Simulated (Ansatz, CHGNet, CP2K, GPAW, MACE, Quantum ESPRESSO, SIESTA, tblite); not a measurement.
# Which run comes nearest? Random packing of Si31O39C14H16 (at. %) (83 atoms)

Density of this cell: 2.29 g/cm³. The cell holds 83 atoms: 26 Si, 32 O, 12 C and 13 H. Cell: a = 10.052 Å, b = 10.052 Å, c = 10.052 Å, α = 90.0°, β = 90.0°, γ = 90.0°. 83 atoms (26 Si, 32 O, 12 C, 13 H) packed at random in a cube at 2.29 g/cm³ and pushed apart as soft spheres; a start for melting by ab initio MD, not an equilibrated structure. Then every atom was moved at random, 0.03 Å r.m.s. a Cartesian component (hydrogen 0.6 of that).

Geometry: as built.

The reference, a calculation:

```
method                 : Kohn-Sham DFT, PBE, SSSP efficiency 1.3.0 pseudopotentials, plane waves (Quantum ESPRESSO 7.5); sssp-pbe-1.3.0-efficiency, cutoffs 60/480 Ry, Γ point
r.m.s. force component : 1.849 eV/Å
longest force          : 8.783 eV/Å
pressure               : -12.42 GPa
time                   : 4.4 min on 4 MPI ranks of Arm Neoverse V2, shared host
CPU time               : 18 min
```

Q: Estimate the differences from the reference, the CPU time and the memory of each run.
- SIESTA PBE, DZP, shift 0.01 Ry, mesh 500 Ry (SIESTA 5.4.2; 2 MPI ranks)
- CP2K PBE, TZVP-MOLOPT, 600/50 Ry, diagonalisation (CP2K 2026.2; 4 MPI ranks)
- CHGNet 0.3.0 potential (CHGNet 0.3.0; 1 thread)
- CHGNet r2SCAN potential (CHGNet r2SCAN; 1 thread)
- CP2K PBE+D3, DZVP-MOLOPT-SR, 600/50 Ry, diagonalisation (CP2K 2026.2; 4 MPI ranks)
- GPAW PBE, LCAO dzp, h 0.18 Å (GPAW 26.7.0; 1 thread)
- CP2K PBE, SZV-MOLOPT-SR, 600/50 Ry, diagonalisation (CP2K 2026.2; 1 thread)
- CP2K PBE, DZVP-MOLOPT-SR, 210/50 Ry, diagonalisation (CP2K 2026.2; 2 threads)
- GPAW PBE, grid h 0.2 Å (GPAW 26.7.0; 2 MPI ranks)
- SIESTA PBE, SZ, shift 0.01 Ry, mesh 500 Ry (SIESTA 5.4.2; 1 thread)

Differences are against the plane-wave reference, forces as r.m.s. over components; share is that over the reference's r.m.s. force, slope the least-squares factor from reference forces to these. Total energies of different programs have different zeros and aren't compared.

```
                                                          run  Δ force, r.m.s. (meV/Å)  share (%)  slope  Δ pressure (GPa)  cores  CPU time  memory (GiB)
                                                    reference                        -          -      -                 -      4    18 min           3.3
                  SIESTA PBE, DZP, shift 0.01 Ry, mesh 500 Ry                      131       7.11  0.985             0.445      2    11 min           2.1
            CP2K PBE, TZVP-MOLOPT, 600/50 Ry, diagonalisation                     63.2       3.42  0.979            0.0892      4    43 min           4.3
                                       CHGNet 0.3.0 potential                      587       31.7  0.981             -3.72      1     3.2 s           1.4
                                      CHGNet r2SCAN potential                      767       41.5  0.984             -4.61      1     3.6 s           1.4
      CP2K PBE+D3, DZVP-MOLOPT-SR, 600/50 Ry, diagonalisation                     99.3       5.37  0.985             -1.25      4    11 min           3.4
                                 GPAW PBE, LCAO dzp, h 0.18 Å                      157       8.50  0.970                 -      1   4.4 min           1.3
 CP2K PBE, SZV-MOLOPT-SR, 600/50 Ry, diagonalisation (coarse)                     1014       54.9  0.926              18.0      1   6.5 min           2.3
CP2K PBE, DZVP-MOLOPT-SR, 210/50 Ry, diagonalisation (coarse)                      115       6.24  0.993            -0.134      2   7.4 min           0.8
                                       GPAW PBE, grid h 0.2 Å                     28.1       1.52  0.999                 -      2   8.1 min           1.8
          SIESTA PBE, SZ, shift 0.01 Ry, mesh 500 Ry (coarse)                     1282       69.3  1.011              17.0      1   3.7 min           0.9
```

Rows marked coarse use a setting chosen to be so.

Times of the machine-learned potentials are mostly Python's start and the loading of weights.

CPU time is summed over cores on a shared host, where runs went side by side, so it is rough. Symmetry, cutoffs, thresholds, outputs and thread counts weren't matched or tuned between programs; memory under MPI is the largest rank's times the ranks.

PBE on plane waves or a grid with other potentials, cutoffs or grids, coarse settings apart, differs from the reference by 1.5 % (GPAW PBE, grid h 0.2 Å) of the r.m.s. force; this holds the reference's own error, so differences of a few per cent don't tell which side is nearer the exact PBE result. The PBE runs in local orbitals, coarse settings apart, differ by 3.4 % (CP2K PBE, TZVP-MOLOPT, 600/50 Ry, diagonalisation) to 8.5 % (GPAW PBE, LCAO dzp, h 0.18 Å); basis, grid and potentials can all enter. Machine-learned potentials differ by 32 % (CHGNet 0.3.0 potential) to 41 % (CHGNet r2SCAN potential); they were trained on other programs' data, some at another functional. Rows with another functional or a dispersion term differ by 5.4 % (CP2K PBE+D3, DZVP-MOLOPT-SR, 600/50 Ry, diagonalisation), which mixes the change of model with differences of basis and potentials. The electron count is odd in these runs, and they have no spin polarisation, so the unpaired electron is spread evenly over both spins. Machine-learned potentials mimic data converged in k, so the reference's own k-point error enters their differences. The electronic-structure runs sample only Γ, in a cell whose shortest periodic width is 10 Å, which is coarse for a cell with partly filled levels.

[Long decimals in the printed logs are rounded to 6 places.]

[Logs are printed without paths, hosts, clocks, repeated set-up lines and the standing remarks that a program may print on its own settings, such as how far it seeks lower states.]

[Hosts, paths, dates, database ids (printed as entryN), source tags and the programs' standing remarks are cut or masked in the printed files.]
